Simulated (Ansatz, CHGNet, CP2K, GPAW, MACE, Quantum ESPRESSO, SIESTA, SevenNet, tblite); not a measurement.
# Random packing of B74C26 (at. %) (103 atoms) in other programs, against a plane-wave reference

Wanted: errors and costs of other methods on random packing of B74C26 (at. %) (103 atoms). A plane-wave run serves as the reference.

Main program and level: Quantum ESPRESSO 7.5; Kohn-Sham DFT, PBE, SSSP efficiency 1.3.0 pseudopotentials, plane waves.

### 1. Starting point

The cell holds 103 atoms: 76 B and 27 C. Cell: a = 9.542 Å, b = 9.542 Å, c = 9.542 Å, α = 90.0°, β = 90.0°, γ = 90.0°. 103 atoms (76 B, 27 C) packed at random in a cube at 2.19 g/cm³ and pushed apart as soft spheres; a start for melting by ab initio MD, not an equilibrated structure. Then every atom was moved at random, 0.05 Å r.m.s. a Cartesian component.

### 2. Plane-wave reference

The input, pw.in:

```
&control
  calculation = 'scf'
  pseudo_dir = './pseudo'
  outdir = './tmp'
  disk_io = 'none'
  tprnfor = .true.
  tstress = .true.
/
&system
  ibrav = 0
  nat = 103
  ntyp = 2
  ecutwfc = 45
  ecutrho = 360
  nosym = .true.
  occupations = 'smearing'
  smearing = 'fd'
  degauss = 0.003675
/
&electrons
  conv_thr = 5.2e-07
  electron_maxstep = 100
  mixing_beta = 0.2
  mixing_mode = 'local-TF'
  diagonalization = 'david'
/
ATOMIC_SPECIES
B 10.810 B.upf
C 12.011 C.upf
CELL_PARAMETERS angstrom
9.54210 0.00000 0.00000
0.00000 9.54210 0.00000
0.00000 0.00000 9.54210
ATOMIC_POSITIONS crystal
B 0.48294 0.49808 0.15869
B 0.67105 0.04781 0.09619
B 0.72920 0.60452 0.15249
B 0.60227 0.72025 0.24590
B 0.85299 0.08796 0.91418
B 0.38600 0.97979 0.94136
B 0.04908 0.15851 0.33484
B 0.26952 0.64633 0.11063
B 0.17298 0.15519 0.00856
B 0.67975 0.12953 0.39100
B 0.57483 0.03299 0.71826
B 0.25688 0.49998 0.51812
[... 87 atom lines left out ...]
C 0.71886 0.74297 0.84702
C 0.18922 0.03163 0.73277
C 0.06908 0.80363 0.56384
C 0.55448 0.52840 0.35878
K_POINTS gamma
```

The run is started by

```sh
OMP_NUM_THREADS=1 mpirun -np 2 pw.x -in pw.in > output.txt
```

Standard output:

```text
Program PWSCF
     gamma-point specific algorithms are used
     Parallelization info
     sticks:   dense  smooth     PW     G-vecs:    dense   smooth      PW
     Min        4663    2334    588               338182   119690   14927
     Max        4666    2335    589               338183   119695   14928
     Sum        9329    4669   1177               676365   239385   29855
     bravais-lattice index     =            0
     lattice parameter (alat)  =      18.0320  a.u.
     unit-cell volume          =    5863.1161 (a.u.)^3
     number of atoms/cell      =          103
     number of atomic types    =            2
     number of electrons       =       336.00
     number of Kohn-Sham states=          202
     kinetic-energy cutoff     =      45.0000  Ry
[... lines left out ...]
     scf convergence threshold =      5.2E-07
[... lines left out ...]
     number of k points=     1  Fermi-Dirac smearing, width (Ry)=  0.0037
[... lines left out ...]
     total energy              =    -970.51397177 Ry
[... lines left out ...]
     total energy              =    -969.05518131 Ry
[... lines left out ...]
     total energy              =    -969.67196933 Ry
[... lines left out ...]
     total energy              =    -969.67647529 Ry
[... lines left out ...]
     total energy              =    -969.67647521 Ry
[... lines left out ...]
    -9.1120  -8.7393  -8.0313  -7.8467  -7.4868  -7.2236  -7.1037  -6.7574
    -6.6762  -6.5490  -6.4113  -6.0257  -5.8005  -5.5752  -5.3991  -5.1333
    -5.0475  -4.8729  -4.7090  -4.5795  -4.3359  -4.1690  -3.9588  -3.7061
[...]
9.1810   9.2356   9.2861   9.3317   9.4030   9.4417   9.5400   9.5552
     9.6242   9.6915   9.7070   9.7860   9.8055   9.8933   9.9683   9.9915
    10.0665  10.0962
     the Fermi energy is     8.1153 ev
!    total energy              =    -969.67647532 Ry
     estimated scf accuracy    <       0.00000011 Ry
     smearing contrib. (-TS)   =      -0.02435271 Ry
     internal energy E=F+TS    =    -969.65212261 Ry
     The total energy is F=E-TS. E is the sum of the following terms:
     one-electron contribution =     185.03235015 Ry
     hartree contribution      =      93.01255383 Ry
     xc contribution           =    -334.78470391 Ry
     ewald contribution        =    -746.02840178 Ry
     one-center paw contrib.   =    -166.88392090 Ry
     convergence has been achieved in  16 iterations
     Forces acting on atoms (cartesian axes, Ry/au):
     atom    1 type  1   force =     0.00004204    0.03702658    0.04099253
     atom    2 type  1   force =    -0.04650181    0.07312237   -0.00225007
     atom    3 type  1   force =     0.00572134   -0.00916758   -0.00181847
[...]
atom  102 type  2   force =     0.00401915   -0.12568390    0.00541954
     atom  103 type  2   force =    -0.00750452   -0.06020342    0.04774275
     Total force =     0.918724     Total SCF correction =     0.000434
     Computing stress (Cartesian axis) and pressure
          total   stress  (Ry/bohr**3)                   (kbar)     P=     -217.27
  -0.00124752   0.00020638  -0.00008217         -183.52       30.36      -12.09
   0.00020638  -0.00142599   0.00023073           30.36     -209.77       33.94
  -0.00008217   0.00023073  -0.00175750          -12.09       33.94     -258.54
     Message from routine punch:
     Nothing written, as per user request (disk_io='none')
```

The job ended after 3.2 min (2 MPI ranks of Arm Neoverse N1, shared host; peak memory 1.8 GiB; 6.4 min of CPU time).

Banners and routine set-up lines are dropped from the logs; longer cuts are marked.

Numbers from this run:

| Quantity | Value |
| --- | --- |
| r.m.s. force component | 1.344 eV/Å |
| longest force | 5.614 eV/Å |
| pressure | -21.73 GPa |

### 3. Structure statistics

g(r), total and by pair (bins of 0.2 Å):

| r (Å) | total | B-B | B-C | C-C |
| --- | --- | --- | --- | --- |
| 1.50 | 0.13 | 0.05 | 0.20 | 0.38 |
| 1.70 | 1.48 | 1.60 | 1.33 | 1.33 |
| 1.90 | 1.42 | 1.64 | 1.07 | 1.61 |
| 2.10 | 1.16 | 0.98 | 1.39 | 1.29 |
| 2.30 | 1.11 | 1.05 | 1.27 | 0.73 |
| 2.50 | 1.09 | 1.19 | 0.84 | 1.71 |
| 2.70 | 1.01 | 0.96 | 1.17 | 0.53 |
| 2.90 | 0.89 | 0.81 | 1.02 | 0.69 |
| 3.10 | 0.92 | 0.94 | 0.92 | 0.69 |
| 3.30 | 0.99 | 1.01 | 1.02 | 0.70 |
| 3.50 | 0.97 | 0.97 | 0.96 | 1.01 |
| 3.70 | 0.99 | 0.99 | 1.01 | 0.83 |
| 3.90 | 1.14 | 1.08 | 1.19 | 1.25 |
| 4.10 | 1.00 | 0.89 | 1.10 | 1.23 |
| 4.30 | 0.96 | 0.94 | 1.02 | 0.88 |
| 4.50 | 0.94 | 1.05 | 0.80 | 0.89 |
| 4.70 | 0.97 | 1.00 | 0.92 | 1.03 |

### 4. The ladder

The programs:
- CHGNet: machine-learned potential, published weights.
- CP2K 2026.2: Gaussian basis with GTH pseudopotentials and a plane-wave density; labels give functional, basis (MOLOPT sets; SR short-range, UZH the newer set with its own potentials), grid cutoff/relative cutoff and solver (OT: orbital transformation; TRS4, TC2, SIGN: linear-scaling purification with its sparsity filter), or its built-in tight binding.
- GPAW 26.7.0: PAW with atomic orbitals (LCAO), plane waves or a real-space grid of spacing h.
- MACE: machine-learned potential, published weights.
- Quantum ESPRESSO 7.5: plane waves; labels (QE) give functional, pseudopotential set and cutoffs of waves/density.
- SIESTA 5.4.2: numerical atomic orbitals, whose automatically made sets are far from complete, with PseudoDojo norm-conserving potentials that we converted to its format (checked against plane waves on the same files for H, C, O, Si, Ge and Ca alone); labels give functional, basis size, energy shift and mesh cutoff.
- SevenNet: machine-learned potential, published weights.
- tblite 0.8.0: extended tight binding, driven from Python.

All use the same cell and atoms; the electronic-structure runs use the same k-mesh, and an electronic temperature of 580 K (0.05 eV) where levels are smeared.

Differences are against the plane-wave reference, forces as r.m.s. over components; share is that over the reference's r.m.s. force, slope the least-squares factor from reference forces to these. Total energies of different programs have different zeros and aren't compared.

| run | Δ force, r.m.s. (meV/Å) | share (%) | slope | Δ pressure (GPa) | cores | CPU time | memory (GiB) |
| --- | --- | --- | --- | --- | --- | --- | --- |
| reference | - | - | - | - | 2 | 6.4 min | 1.8 |
| CHGNet 0.3.0 potential | 681 | 50.7 | 0.920 | 0.379 | 1 | 7.9 s | 2.5 |
| CP2K PBE, DZVP-UZH, 450/50 Ry, diagonalisation | 47.5 | 3.54 | 1.012 | 0.604 | 4 | 21 min | 2.7 |
| CP2K PBE, SZV-MOLOPT-SR, 450/50 Ry, diagonalisation (coarse) | 670 | 49.9 | 1.371 | 6.21 | 1 | 6 min | 1.7 |
| GPAW PBE, LCAO dzp, h 0.2 Å | 147 | 10.9 | 1.033 | - | 2 | 23 min | 1.6 |
| GPAW PBE, LCAO sz(dzp), h 0.2 Å (coarse) | 862 | 64.2 | 1.116 | - | 1 | 3.2 min | 0.75 |
| MACE MP-0b2 small potential | 701 | 52.2 | 0.924 | -6.20 | 1 | 10 s | 0.74 |
| QE PBE+D3(BJ), sssp-1.3.0-efficiency, 45/360 Ry | 132 | 9.82 | 0.968 | -0.158 | 2 | 6.4 min | 1.8 |
| SIESTA PBE, DZ, shift 0.01 Ry, mesh 300 Ry (coarse) | 290 | 21.6 | 1.056 | 6.55 | 2 | 5.2 min | 0.95 |
| SIESTA PBE, DZP, shift 0.01 Ry, mesh 300 Ry | 179 | 13.3 | 1.049 | 2.12 | 2 | 18 min | 1.6 |
| SIESTA PBE, SZP, shift 0.01 Ry, mesh 300 Ry (coarse) | 663 | 49.3 | 1.091 | 11.5 | 2 | 14 min | 1.4 |
| SevenNet l3i5 potential | 646 | 48.1 | 0.967 | -1.55 | 1 | 22 s | 2.3 |
| tblite GFN1-xTB | 686 | 51.1 | 1.052 | 5.54 | 1 | 4.8 s | 0.11 |

Rows marked coarse use a setting chosen to be so.

Times of the machine-learned potentials are mostly Python's start and the loading of weights.

CPU time is summed over cores on a shared host, where runs went side by side, so it is rough. Symmetry, cutoffs, thresholds, outputs and thread counts weren't matched or tuned between programs; memory under MPI is the largest rank's times the ranks.

Runs without a result: CP2K GFN1-xTB, diagonalisation (not converged).

Mean charges by element (e), by run and scheme:

| run | scheme | B | C |
| --- | --- | --- | --- |
| CP2K PBE, DZVP-UZH, 450/50 Ry, diagonalisation | Mulliken | +0.02 | -0.05 |
| CP2K PBE, DZVP-UZH, 450/50 Ry, diagonalisation | Hirshfeld | +0.01 | -0.03 |
| SIESTA PBE, DZP, shift 0.01 Ry, mesh 300 Ry | Hirshfeld | 0.00 | -0.01 |
| tblite GFN1-xTB | Mulliken | +0.05 | -0.14 |

A second geometry, displaced anew (every atom was moved at random, 0.08 Å r.m.s. a Cartesian component (hydrogen 0.6 of that)), gives an energy difference that all programs can be tested on. The reference puts it at -3.801 meV/atom.

| run | energy less the first geometry's (meV/atom) | error (meV/atom) | force share at the second geometry (%) |
| --- | --- | --- | --- |
| MACE MP-0b2 small potential | -7.735 | -3.93 | 51.6 |
| SIESTA PBE, DZP, shift 0.01 Ry, mesh 300 Ry | 2.911 | 6.71 | 15.9 |
| CP2K PBE, DZVP-UZH, 450/50 Ry, diagonalisation | -3.749 | 0.052 | 3.35 |
| CHGNet 0.3.0 potential | -14.91 | -11.1 | 48.8 |
| SevenNet l3i5 potential | -4.908 | -1.11 | 47.3 |
| GPAW PBE, LCAO dzp, h 0.2 Å | 2.035 | 5.84 | 12.8 |
| tblite GFN1-xTB | 2.248 | 6.05 | 48.2 |
| CP2K PBE, SZV-MOLOPT-SR, 450/50 Ry, diagonalisation | 12.16 | 16.0 | 47.6 |
| SIESTA PBE, SZP, shift 0.01 Ry, mesh 300 Ry | 25.60 | 29.4 | 54.7 |
| GPAW PBE, LCAO sz(dzp), h 0.2 Å | 40.96 | 44.8 | 68.9 |
| SIESTA PBE, DZ, shift 0.01 Ry, mesh 300 Ry | 12.10 | 15.9 | 24.3 |
| QE PBE+D3(BJ), sssp-1.3.0-efficiency, 45/360 Ry | -2.234 | 1.57 | 7.87 |

### 5. Results

- reference r.m.s. force component: 1.34 eV/Å
- nearest in forces: CP2K PBE, DZVP-UZH, 450/50 Ry, diagonalisation, 3.5 %
- farthest in forces: GPAW PBE, LCAO sz(dzp), h 0.2 Å (coarse), 64 %
- cheapest electronic-structure run beside the reference: tblite GFN1-xTB, 4.8 s of CPU time

**Reading.** The PBE runs in local orbitals, coarse settings apart, differ by 3.5 % (CP2K PBE, DZVP-UZH, 450/50 Ry, diagonalisation) to 13 % (SIESTA PBE, DZP, shift 0.01 Ry, mesh 300 Ry); basis, grid and potentials can all enter. Tight binding differs by 51 % (tblite GFN1-xTB); it is another model, with fitted parameters of its own, and the xTB methods hold dispersion. Machine-learned potentials differ by 48 % (SevenNet l3i5 potential) to 52 % (MACE MP-0b2 small potential); they were trained on other programs' data. In the reference's own program, potentials and cutoffs, a change of model alone moves forces by 9.8 % (QE PBE+D3(BJ), sssp-1.3.0-efficiency, 45/360 Ry). Runs with settings chosen to be coarse differ by 22 % (SIESTA PBE, DZ, shift 0.01 Ry, mesh 300 Ry) to 64 % (GPAW PBE, LCAO sz(dzp), h 0.2 Å), their programs' other errors included. One electronic-structure run takes under half the reference's CPU time: tblite GFN1-xTB, at 51 % in 4.8 s against 6.4 min; its pressure misses by +5.5 GPa. CP2K PBE, SZV-MOLOPT-SR, 450/50 Ry, diagonalisation stiffens the forces by a factor of 1.37 while following their directions (correlation 0.972); the slopes of the 2 CP2K runs lie between 1.01 and 1.37. In pressure, SIESTA PBE, SZP, shift 0.01 Ry, mesh 300 Ry misses by +11.5 GPa, at the same functional. Charges hang on model, scheme and program or settings: among these rows the mean for C runs from -0.14 to -0.01 e. The energy difference between the two geometries, -3.80 meV/atom in the reference, is met best by CP2K PBE, DZVP-UZH, 450/50 Ry, diagonalisation (+0.052) and worst by GPAW PBE, LCAO sz(dzp), h 0.2 Å (coarse) (+44.8). In the reference: levels near the Fermi energy are neither full nor empty under the smearing, so no gap is quoted. Periodic xTB results under one method name differ between programs and library versions. The reference's pressure holds the uncorrected Pulay stress of its 45 Ry basis, so small pressure differences, and their order, may be the reference's own error. Machine-learned potentials mimic data converged in k, so the reference's own k-point error enters their differences. The reference's stress is far from hydrostatic: its diagonal is -18.4, -21.0, -25.9 GPa, compression counted positive. The reference's pressure of -22 GPa says that the cell would shrink at this level of theory. The electronic-structure runs sample only Γ, in a cell whose shortest periodic width is 10 Å, which is coarse for a cell with partly filled levels.

[Long decimals in the printed logs are rounded to 6 places.]

[Also dropped from logs without a mark: lines with file paths, logging warnings of Python, QE's lines on negative density and diagonalisation, SIESTA's first energy breakdown, zero terms and Voronoi charges.]

[Logs are printed without paths, hosts, clocks, repeated set-up lines and the standing remarks that a program may print on its own settings, such as how far it seeks lower states.]

[Hosts, paths, dates, database ids (printed as entryN), source tags and the programs' standing remarks are cut or masked in the printed files.]

[Not all failed runs are listed: runs killed by the host, ended in a Python traceback or in CONQUEST's support-function errors, and SIESTA runs with faulty potentials for Cu, Fe, Ni or Zn are left out.]
